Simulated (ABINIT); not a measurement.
# Quasiparticle gap of SiC (P6_3mc) in ABINIT, part 2 of 3

How does a plane-wave GW calculation on SiC (P6_3mc) run from the first input to the gap?

ABINIT 10.8.3; PBE and many-body steps on it, plane waves. Known limits of the many-body steps: not at the basis limit; coarse k mesh.

So far. Step 2 (Ground state): The gap is indirect, with the least direct gap 1.13 eV higher.

### 3. Bands along the symmetry lines

Level of this step: DFT, PBE, plane waves, norm-conserving pseudopotentials (ABINIT).

Levels along a band path, at the cheap level, show where the edges lie and whether the meshes to come will hold them.

Input file run.abi:

```
acell 3*1.0 Angstrom
rprim 
  3.075694149693 -0.000000000023 0.000000000000
  -1.537847074826 2.663629267917 0.000000000000
  0.000000000000 0.000000000000 10.070646480000
ntypat 2
znucl 14 6
natom 8
typat 1 1 1 1 2 2 2 2
xred 
  0.666666666667 0.333333333333 0.937841980000
  0.333333333333 0.666666666667 0.437841980000
  0.000000000000 0.000000000000 0.687894380000
  0.000000000000 0.000000000000 0.187894380000
  0.666666666667 0.333333333333 0.749802590000
  0.333333333333 0.666666666667 0.249802590000
  0.000000000000 0.000000000000 0.500460050000
  0.000000000000 0.000000000000 0.000460050000
pp_dirpath "pseudos"
pseudos "Si.upf, C.upf"
ecut 37
iscf -2
irdden 1
kptopt 0
nkpt 39
kpt 
  0.00000000 0.00000000 0.00000000
  0.12500000 0.00000000 0.00000000
  0.25000000 0.00000000 0.00000000
  0.37500000 0.00000000 0.00000000
  0.50000000 0.00000000 0.00000000
  0.45833333 0.08333333 0.00000000
  0.41666666 0.16666666 0.00000000
  0.37500000 0.25000000 0.00000000
  0.33333333 0.33333333 0.00000000
  0.25000000 0.25000000 0.00000000
  0.16666666 0.16666666 0.00000000
  0.08333333 0.08333333 0.00000000
  0.00000000 0.00000000 0.00000000
  0.00000000 0.00000000 0.12500000
  0.00000000 0.00000000 0.25000000
  0.00000000 0.00000000 0.37500000
  0.00000000 0.00000000 0.50000000
  0.12500000 0.00000000 0.50000000
  0.25000000 0.00000000 0.50000000
  0.37500000 0.00000000 0.50000000
  0.50000000 0.00000000 0.50000000
  0.45833333 0.08333333 0.50000000
  0.41666666 0.16666666 0.50000000
  0.37500000 0.25000000 0.50000000
  0.33333333 0.33333333 0.50000000
  0.25000000 0.25000000 0.50000000
  0.16666666 0.16666666 0.50000000
  0.08333333 0.08333333 0.50000000
  0.00000000 0.00000000 0.50000000
  0.50000000 0.00000000 0.50000000
  0.50000000 0.00000000 0.37500000
  0.50000000 0.00000000 0.25000000
  0.50000000 0.00000000 0.12500000
  0.50000000 0.00000000 0.00000000
  0.33333333 0.33333333 0.50000000
  0.33333333 0.33333333 0.37500000
  0.33333333 0.33333333 0.25000000
  0.33333333 0.33333333 0.12500000
  0.33333333 0.33333333 0.00000000
istwfk *1
nband 23
nbdbuf 2
tolwfr 1e-08
nstep 40
prtwf 0
prtvol 0
indata_prefix "in"
outdata_prefix "out"
tmpdata_prefix "tmp"
```

The run is started by

```console
OMP_NUM_THREADS=1 mpirun -n 4 abinit run.abi > log
```

Numbers of over 12 decimals in the logs are rounded to 6 here.

The log of the run:

```text
.Version 10.8.3 of ABINIT. v10.8.2 released Aug 2026.

 Symmetries : space group P6_3 m c (#186); Bravais hP (primitive hexag.)
[... echo of the input left out ...]
== DATASET  1 ==================================================================
-   mpi_nproc: 4, omp_nthreads: 1 (-1 if OMP is not activated)

--- !DatasetInfo
iteration_state: {dtset: 1, }
dimensions: {natom: 8, nkpt: 39, mband: 23, nsppol: 1, nspinor: 1, nspden: 1, mpw: 6045, }
cutoff_energies: {ecut:  37.0, pawecutdg:  -1.0, }
electrons: {nelect:   3.20000000E+01, charge:   0.00000000E+00, occopt:   1.00000000E+00, tsmear:   1.00000000E-02, }

 Real(R)+Recip(G) space primitive vectors, cartesian coordinates (Bohr,Bohr^-1):
 R(1)=  5.8122196  0.0000000  0.0000000  G(1)=  0.1720513  0.0993339  0.0000000
 R(2)= -2.9061098  5.0335298  0.0000000  G(2)=  0.0000000  0.1986677  0.0000000
 R(3)=  0.0000000  0.0000000 19.0307638  G(3)=  0.0000000  0.0000000  0.0525465
 Unit cell volume ucvol=  5.5676366E+02 bohr^3
 Angles (23,13,12)=  9.00000000E+01  9.00000000E+01  1.20000000E+02 degrees

 getcut: wavevector=  0.0000  0.0000  0.0000  ngfft=  32  32 108
         ecut(hartree)=     37.000   => boxcut(ratio)=   2.01068

--- Pseudopotential description ------------------------------------------------
- Si Generated using ONCVPSP code by D. R. Hamann
- 14.00000   4.00000  171031                  znucl, zion, pspdat
12 -101130 2 -1 1510                          pspcod,pspxc,lmax,lloc,mmax
     nproj     2     2     2
  pspatm : epsatm=    9.34321561
         --- l  ekb(1:nproj) -->
             0    5.168965    0.829883
             1    2.571282    0.578307
             2   -2.427311   -0.488097
 pspatm: atomic psp has been read  and splines computed

- C Generated using ONCVPSP code by D. R. Hamann
-  6.00000   4.00000  171031                  znucl, zion, pspdat
12 -101130 1 -1 1248                          pspcod,pspxc,lmax,lloc,mmax
     nproj     2     2     0
  pspatm : epsatm=    4.31346680
         --- l  ekb(1:nproj) -->
[...]
pspatm: atomic psp has been read  and splines computed

--------------------------------------------------------------------------------

================================================================================
 prteigrs : about to open file out_EIG
 Non-SCF case, kpt    1 (  0.00000  0.00000  0.00000), residuals and eigenvalues=
  3.58E-09  2.98E-09  2.79E-09  2.73E-09  3.24E-09  8.83E-09  7.61E-09  4.43E-09
  8.11E-09  3.04E-09  6.56E-09  4.21E-09  8.70E-09  5.58E-09  6.88E-09  7.76E-09
  4.66E-09  7.00E-09  4.90E-09  5.51E-09  6.76E-09  3.09E-06  1.99E-07
 -3.1516E-01 -2.7183E-01 -2.7047E-01 -1.8372E-01 -6.2487E-02  9.3494E-02
  9.4983E-02  2.1124E-01  2.1124E-01  2.2822E-01  2.2822E-01  2.3345E-01
  2.3345E-01  2.5300E-01  2.5495E-01  2.5495E-01  4.4278E-01  4.6407E-01
  4.8689E-01  4.8780E-01  5.1193E-01  5.1218E-01  5.1284E-01
[...]
4.4589E-01  4.6079E-01  4.6079E-01  5.8369E-01  5.8408E-01

--- !ResultsGS
iteration_state: {dtset: 1, }
comment   : Summary of ground state results
lattice_vectors:
- [  5.8122196,  -0.0000000,   0.0000000, ]
- [ -2.9061098,   5.0335298,   0.0000000, ]
- [  0.0000000,   0.0000000,  19.0307638, ]
lattice_lengths: [   5.81222,    5.81222,   19.03076, ]
lattice_angles: [ 90.000,  90.000, 120.000, ] # degrees, (23, 13, 12)
lattice_volume:   5.5676366E+02
convergence: {deltae:  0.000E+00, res2:  0.000E+00, residm:  9.898E-09, diffor:  0.000E+00, }
etotal    :  -4.10784775E+01
entropy   :   0.00000000E+00
fermie    :   2.54948116E-01
cartesian_stress_tensor: null
pressure_GPa: null
xred      :
- [  6.6667E-01,   3.3333E-01,   9.3784E-01, Si]
- [  3.3333E-01,   6.6667E-01,   4.3784E-01, Si]
- [  1.8504E-17,   3.7007E-17,   6.8789E-01, Si]
- [  1.8504E-17,   3.7007E-17,   1.8789E-01, Si]
- [  6.6667E-01,   3.3333E-01,   7.4980E-01,  C]
- [  3.3333E-01,   6.6667E-01,   2.4980E-01,  C]
- [  1.8504E-17,   3.7007E-17,   5.0046E-01,  C]
- [  1.8504E-17,   3.7007E-17,   4.6005E-04,  C]
cartesian_forces: null
force_length_stats: {min: null, max: null, mean: null, }

 Integrated electronic density in atomic spheres:
 ------------------------------------------------
 Atom  Sphere_radius  Integrated_density
[...]
================================================================================

 ----iterations are completed or convergence reached----

 Mean square residual over all n,k,spin=   54.714E-10; max=  98.983E-10
 reduced coordinates (array xred) for    8 atoms
[...]
0.000000000000      0.000000000000      0.500460050000
       0.000000000000      0.000000000000      0.000460050000

 cartesian coordinates (angstrom) at end:
    1      1.537847     0.887876     9.444675
    2      1.367e-11     1.775753     4.409352
    3      0.000000     0.000000     6.927541
[...]
7      0.000000     0.000000     5.039956
    8      0.000000     0.000000     0.004633
 length scales=  1.889726125908  1.889726125908  1.889726125908 bohr
              =  1.000000000000  1.000000000000  1.000000000000 angstroms
 prteigrs : about to open file out_EIG
 Eigenvalues (hartree) for nkpt=  39  k points:
 kpt#   1, nband= 23, wtk=  1.00000, kpt=  0.0000  0.0000  0.0000 (reduced coord)
[...]
kpt#   2, nband= 23, wtk=  1.00000, kpt=  0.1250  0.0000  0.0000 (reduced coord)
[...]
kpt#   3, nband= 23, wtk=  1.00000, kpt=  0.2500  0.0000  0.0000 (reduced coord)
[...]
kpt#  38, nband= 23, wtk=  1.00000, kpt=  0.3333  0.3333  0.1250 (reduced coord)
[...]
0.39582    0.39582    0.44999    0.46778    0.46778    0.57227    0.58347
 kpt#  39, nband= 23, wtk=  1.00000, kpt=  0.3333  0.3333  0.0000 (reduced coord)
  -0.15069   -0.14294   -0.14294   -0.13979   -0.02756   -0.01282   -0.01282    0.02704
   0.02704    0.02797    0.09379    0.09379    0.10788    0.14924    0.14924    0.19337
   0.40118    0.40118    0.44589    0.46079    0.46079    0.58369    0.58408

== END DATASET(S) ==============================================================
================================================================================

 -outvars: echo values of variables after computation  --------
            nband          23
             nkpt          39
          spgroup         186
 [... the other variables as echoed above ...]

 Calculation completed.
```

It took 18 s on 4 MPI ranks of AMD EPYC 9R45, shared host; peak memory 0.4 GiB; 72 s of CPU time.

This step gave:

* gap: 2.228 eV
* k of the valence top: 0, 0, 0
* k of the conduction bottom: 0.5, 0, 0
* least direct gap: 3.353 eV

The gap is 2.228 eV, as in the run before at this level.

The electronic bands at the labelled points (eV, zero at the top of the highest filled band):

| point | band 13 | band 14 | band 15 | band 16 | band 17 | band 18 | band 19 | band 20 |
| --- | --- | --- | --- | --- | --- | --- | --- | --- |
| Γ | -0.58 | -0.05 | 0.00 | 0.00 | 5.11 | 5.69 | 6.31 | 6.34 |
| halfway | -1.67 | -1.63 | -0.84 | -0.55 | 3.79 | 4.30 | 5.08 | 6.14 |
| M | -2.37 | -2.23 | -1.58 | -1.13 | 2.23 | 2.36 | 4.24 | 4.76 |
| halfway | -3.20 | -2.57 | -1.93 | -1.85 | 3.15 | 3.99 | 4.73 | 6.09 |
| K | -4.00 | -2.88 | -2.88 | -1.68 | 3.98 | 3.98 | 5.20 | 5.60 |
| halfway | -2.51 | -2.08 | -1.56 | -0.93 | 4.70 | 4.93 | 5.30 | 6.34 |
| Γ | -0.58 | -0.05 | 0.00 | 0.00 | 5.11 | 5.69 | 6.31 | 6.34 |
| halfway | -0.41 | -0.41 | -0.06 | -0.06 | 5.17 | 5.54 | 6.52 | 6.58 |
| A | -0.21 | -0.21 | -0.21 | -0.21 | 5.32 | 5.32 | 6.78 | 6.78 |
| halfway | -1.28 | -1.28 | -0.92 | -0.92 | 3.96 | 3.96 | 5.58 | 5.58 |
| L | -2.51 | -2.51 | -1.56 | -1.56 | 2.64 | 2.64 | 4.22 | 4.22 |
| halfway | -3.23 | -3.23 | -2.04 | -2.04 | 3.53 | 3.53 | 5.51 | 5.51 |
| H | -2.76 | -2.76 | -2.46 | -2.46 | 3.25 | 3.25 | 6.69 | 6.69 |
| halfway | -2.15 | -2.15 | -1.04 | -1.04 | 4.96 | 4.96 | 5.53 | 5.53 |
| A | -0.21 | -0.21 | -0.21 | -0.21 | 5.32 | 5.32 | 6.78 | 6.78 |
| jump to L | -2.51 | -2.51 | -1.56 | -1.56 | 2.64 | 2.64 | 4.22 | 4.22 |
| halfway | -2.49 | -1.97 | -1.89 | -1.24 | 2.47 | 2.47 | 4.03 | 4.79 |
| M | -2.37 | -2.23 | -1.58 | -1.13 | 2.23 | 2.36 | 4.24 | 4.76 |
| jump to H | -2.76 | -2.76 | -2.46 | -2.46 | 3.25 | 3.25 | 6.69 | 6.69 |
| halfway | -3.58 | -2.65 | -2.65 | -2.00 | 3.55 | 3.55 | 5.62 | 6.19 |
| K | -4.00 | -2.88 | -2.88 | -1.68 | 3.98 | 3.98 | 5.20 | 5.60 |

### 4. Empty states on the mesh, 3×3×2 mesh, 156 bands

The sums over transitions need many empty states on a uniform mesh; this step solves for them.

Input file run.abi:

```
acell 3*1.0 Angstrom
rprim 
  3.075694149693 -0.000000000023 0.000000000000
  -1.537847074826 2.663629267917 0.000000000000
  0.000000000000 0.000000000000 10.070646480000
ntypat 2
znucl 14 6
natom 8
typat 1 1 1 1 2 2 2 2
xred 
  0.666666666667 0.333333333333 0.937841980000
  0.333333333333 0.666666666667 0.437841980000
  0.000000000000 0.000000000000 0.687894380000
  0.000000000000 0.000000000000 0.187894380000
  0.666666666667 0.333333333333 0.749802590000
  0.333333333333 0.666666666667 0.249802590000
  0.000000000000 0.000000000000 0.500460050000
  0.000000000000 0.000000000000 0.000460050000
pp_dirpath "pseudos"
pseudos "Si.upf, C.upf"
ecut 37
ngkpt 3 3 2
nshiftk 1
shiftk 0 0 0
kptopt 1
chksymbreak 0
iscf -2
irdden 1
istwfk *1
nband 156
nbdbuf 14
tolwfr 1e-09
nstep 60
prtvol 0
indata_prefix "in"
outdata_prefix "out"
tmpdata_prefix "tmp"
```

The log of the run:

```text
.Version 10.8.3 of ABINIT. v10.8.2 released Aug 2026.

 Symmetries : space group P6_3 m c (#186); Bravais hP (primitive hexag.)
[... echo of the input left out ...]
== DATASET  1 ==================================================================
-   mpi_nproc: 4, omp_nthreads: 1 (-1 if OMP is not activated)

--- !DatasetInfo
iteration_state: {dtset: 1, }
dimensions: {natom: 8, nkpt: 6, mband: 156, nsppol: 1, nspinor: 1, nspden: 1, mpw: 6030, }
cutoff_energies: {ecut:  37.0, pawecutdg:  -1.0, }
electrons: {nelect:   3.20000000E+01, charge:   0.00000000E+00, occopt:   1.00000000E+00, tsmear:   1.00000000E-02, }

 Real(R)+Recip(G) space primitive vectors, cartesian coordinates (Bohr,Bohr^-1):
 R(1)=  5.8122196  0.0000000  0.0000000  G(1)=  0.1720513  0.0993339  0.0000000
 R(2)= -2.9061098  5.0335298  0.0000000  G(2)=  0.0000000  0.1986677  0.0000000
 R(3)=  0.0000000  0.0000000 19.0307638  G(3)=  0.0000000  0.0000000  0.0525465
 Unit cell volume ucvol=  5.5676366E+02 bohr^3
 Angles (23,13,12)=  9.00000000E+01  9.00000000E+01  1.20000000E+02 degrees

 getcut: wavevector=  0.0000  0.0000  0.0000  ngfft=  32  32 108
         ecut(hartree)=     37.000   => boxcut(ratio)=   2.01068

--- Pseudopotential description ------------------------------------------------
- Si Generated using ONCVPSP code by D. R. Hamann
- 14.00000   4.00000  171031                  znucl, zion, pspdat
12 -101130 2 -1 1510                          pspcod,pspxc,lmax,lloc,mmax
     nproj     2     2     2
  pspatm : epsatm=    9.34321561
         --- l  ekb(1:nproj) -->
             0    5.168965    0.829883
             1    2.571282    0.578307
             2   -2.427311   -0.488097
 pspatm: atomic psp has been read  and splines computed

- C Generated using ONCVPSP code by D. R. Hamann
-  6.00000   4.00000  171031                  znucl, zion, pspdat
12 -101130 1 -1 1248                          pspcod,pspxc,lmax,lloc,mmax
     nproj     2     2     0
  pspatm : epsatm=    4.31346680
         --- l  ekb(1:nproj) -->
[...]
pspatm: atomic psp has been read  and splines computed

--------------------------------------------------------------------------------

================================================================================
 prteigrs : about to open file out_EIG
 Non-SCF case, kpt    1 (  0.00000  0.00000  0.00000), residuals and eigenvalues=
  7.60E-10  8.06E-11  1.36E-10  6.17E-11  5.32E-11  1.57E-10  1.21E-10  1.34E-10
  2.52E-10  1.74E-10  2.30E-10  9.78E-11  1.61E-10  1.99E-10  1.71E-10  7.55E-10
  7.61E-11  9.34E-11  1.39E-10  6.33E-11  6.08E-11  1.04E-10  5.49E-11  1.12E-10
[...]
1.35E-04  6.87E-04  1.77E-04  1.15E-03
 -3.1516E-01 -2.7183E-01 -2.7047E-01 -1.8372E-01 -6.2487E-02  9.3494E-02
  9.4983E-02  2.1124E-01  2.1124E-01  2.2822E-01  2.2822E-01  2.3345E-01
  2.3345E-01  2.5300E-01  2.5495E-01  2.5495E-01  4.4278E-01  4.6407E-01
[...]
2.6895E+00  2.6895E+00  2.6979E+00  2.6979E+00  2.7055E+00  2.7577E+00
  2.7577E+00  2.7829E+00  2.7836E+00  2.7856E+00  2.7926E+00  2.7947E+00
 prteigrs : prtvol=0 or 1, do not print more k-points.

--- !ResultsGS
iteration_state: {dtset: 1, }
comment   : Summary of ground state results
lattice_vectors:
- [  5.8122196,  -0.0000000,   0.0000000, ]
- [ -2.9061098,   5.0335298,   0.0000000, ]
- [  0.0000000,   0.0000000,  19.0307638, ]
lattice_lengths: [   5.81222,    5.81222,   19.03076, ]
lattice_angles: [ 90.000,  90.000, 120.000, ] # degrees, (23, 13, 12)
lattice_volume:   5.5676366E+02
convergence: {deltae:  0.000E+00, res2:  0.000E+00, residm:  9.975E-10, diffor:  0.000E+00, }
etotal    :  -4.10784775E+01
entropy   :   0.00000000E+00
fermie    :   2.54948116E-01
cartesian_stress_tensor: null
pressure_GPa: null
xred      :
- [  6.6667E-01,   3.3333E-01,   9.3784E-01, Si]
- [  3.3333E-01,   6.6667E-01,   4.3784E-01, Si]
- [  1.8504E-17,   3.7007E-17,   6.8789E-01, Si]
- [  1.8504E-17,   3.7007E-17,   1.8789E-01, Si]
- [  6.6667E-01,   3.3333E-01,   7.4980E-01,  C]
- [  3.3333E-01,   6.6667E-01,   2.4980E-01,  C]
- [  1.8504E-17,   3.7007E-17,   5.0046E-01,  C]
- [  1.8504E-17,   3.7007E-17,   4.6005E-04,  C]
cartesian_forces: null
force_length_stats: {min: null, max: null, mean: null, }

 Integrated electronic density in atomic spheres:
 ------------------------------------------------
 Atom  Sphere_radius  Integrated_density
[...]
================================================================================

 ----iterations are completed or convergence reached----

 Mean square residual over all n,k,spin=   37.458E-11; max=  99.749E-11
 reduced coordinates (array xred) for    8 atoms
[...]
0.000000000000      0.000000000000      0.500460050000
       0.000000000000      0.000000000000      0.000460050000

 cartesian coordinates (angstrom) at end:
    1      1.537847     0.887876     9.444675
    2      1.367e-11     1.775753     4.409352
[...]
8      0.000000     0.000000     0.004633
 length scales=  1.889726125908  1.889726125908  1.889726125908 bohr
              =  1.000000000000  1.000000000000  1.000000000000 angstroms
 prteigrs : about to open file out_EIG
 Eigenvalues (hartree) for nkpt=   6  k points:
 kpt#   1, nband=156, wtk=  0.05556, kpt=  0.0000  0.0000  0.0000 (reduced coord)
[...]
2.56667    2.57434    2.59616    2.62426    2.63467    2.63467    2.65819    2.65819
   2.68954    2.68954    2.69790    2.69790    2.70547    2.75766    2.75769    2.78295
   2.78364    2.78558    2.79261    2.79472
 prteigrs : prtvol=0 or 1, do not print more k-points.

== END DATASET(S) ==============================================================
================================================================================

 -outvars: echo values of variables after computation  --------
            nband         156
             nkpt           6
          spgroup         186
 [... the other variables as echoed above ...]

 Calculation completed.
```

It took 37 s on 4 MPI ranks; peak memory 0.43 GiB.

Numbers from this step:

```yaml
gap: 3.011 eV
k_of_the_valence_top: 0, 0, 0
k_of_the_conduction_bottom: 0.3333, 0, 0
least_direct_gap: 3.856 eV
k_points_computed: 6
lowest_point_of_the_top_converged_band_above_the_valence_top: 64.1533 eV
```

On this mesh the gap is 3.011 eV. The earlier step found 2.228 eV, so this mesh misses an edge.

### 5. Screening, 3×3×2 mesh, 142 bands, screening to 130.6 eV

The RPA dielectric matrix is built and inverted for each q.

This step: RPA screening on PBE, plane waves, norm-conserving pseudopotentials.

run.abi: that of step 4 with these lines changed.

```diff
@@ -26,10 +26,11 @@
 chksymbreak 0
-iscf -2
-irdden 1
 istwfk *1
-nband 156
-nbdbuf 14
-tolwfr 1e-09
-nstep 60
-prtvol 0
+occopt 1
+irdwfk 1
+optdriver 3
+nband 142
+ecuteps 4.8
+inclvkb 2
+awtr 1
+symchi 1
 indata_prefix "in"
```

The log of the run:

```text
.Version 10.8.3 of ABINIT. v10.8.2 released Aug 2026.

 Symmetries : space group P6_3 m c (#186); Bravais hP (primitive hexag.)
[... echo of the input left out ...]
== DATASET  1 ==================================================================
-   mpi_nproc: 4, omp_nthreads: 1 (-1 if OMP is not activated)

--- !DatasetInfo
iteration_state: {dtset: 1, }
dimensions: {natom: 8, nkpt: 6, mband: 142, nsppol: 1, nspinor: 1, nspden: 1, mpw: 6030, }
cutoff_energies: {ecut:  37.0, pawecutdg:  -1.0, }
electrons: {nelect:   3.20000000E+01, charge:   0.00000000E+00, occopt:   1.00000000E+00, tsmear:   1.00000000E-02, }

 SCREENING: Calculation of the susceptibility and dielectric matrices

 Based on a program developped by R.W. Godby, V. Olevano, G. Onida, and L. Reining.
 Incorporated in ABINIT by V. Olevano, G.-M. Rignanese, and M. Torrent.
.Using double precision arithmetic ; gwpc =  8

[... cell and pseudopotentials left out ...]
--------------------------------------------------------------------------------

 ==== K-mesh for the wavefunctions ====
 Number of points in the irreducible wedge :     6
[... list of points left out ...]
 Together with 12 symmetry operations and time-reversal symmetry
 yields    18 points in the full Brillouin Zone.

 ==== Q-mesh for the screening function ====
 Number of points in the irreducible wedge :     6
[... list of points left out ...]
 Together with 12 symmetry operations and time-reversal symmetry
 yields    18 points in the full Brillouin Zone.

 setmesh: FFT mesh size selected  =    20x   20x   72
          total number of points  =        28800

 vcoul_init : cutoff-mode = AUXILIARY_FUNCTION
 q-points for optical limit:   1
     1)      0.000010    0.000020    0.000030

- screening: taking advantage of time-reversal symmetry
- Maximum band index for partially occupied states nbvw = 16
- Remaining bands to be divided among processors   nbcw = 126
- Number of bands treated by each node ~31

 Number of electrons calculated from density =   32.0000; Expected =   32.0000
 average of density, n =  0.057475
 r_s =    1.6075
 omega_plasma =   23.1257 [eV]

 calculating chi0 at frequencies [eV] :
  1    0.000000E+00    0.000000E+00
  2    0.000000E+00    2.312571E+01

--------------------------------------------------------------------------------
  q-point number  1        q = ( 0.000000, 0.000000, 0.000000) [r.l.u.]
--------------------------------------------------------------------------------
[... chi0 elements left out ...]
 For q-point:  0.000010 0.000020 0.000030
  dielectric constant =   9.4936
  dielectric constant without local fields =  10.3802

  Average fulfillment of the sum rule on Im[epsilon] for q-point    1 :     82.91  [%]
[... wings left out ...]
  q-point number  2        q = ( 0.333333, 0.000000, 0.000000) [r.l.u.]
--------------------------------------------------------------------------------
[... chi0 elements left out ...]
  Average fulfillment of the sum rule on Im[epsilon] for q-point    2 :     81.03  [%]

 [... 4 further q-points ...]
```

Wall time 15 s (4 MPI ranks); peak memory 1.1 GiB; 61 s of CPU time.

This step gave:

```yaml
eps_infinity_with_local_fields_on_this_mesh_along_the_program_s_q_direction: 9.494
the_same_without_local_fields: 10.38
plasma_frequency: 23.13 eV
plane_waves_in_the_screening_matrix: 265
```

Local fields lower ε∞ by 9 %. On a Γ-centred mesh this coarse the value itself is usually too large, while a short band sum pulls it down.

(Part 2 of 3 ends here.)

[Paths, hosts, dates, memory and timing lines, banners, echoed tables and standing remarks are left out of the program output.]

[Logs are printed without paths, hosts, clocks, repeated set-up lines and the standing remarks that a program may print on its own settings, such as how far it seeks lower states.]

[Runs of the session that timed out or met a known fault of the program may be left out.]

[No measured gap is set beside runs whose start may be inverted or whose files or cutoffs have a known fault.]

[Hosts, paths, dates, database ids (printed as entryN), source tags and the programs' standing remarks are cut or masked in the printed files.]

[G0W0 gaps are taken among the corrected bands and points alone; a level outside them can change the order at an edge.]

[Where Ansatz stands beside ABINIT at settings called matched, ABINIT's density can come from a denser mesh and the files from another edition; pairs whose starting gaps differed by over 0.03 eV were left out, so agreement reads better than it is.]
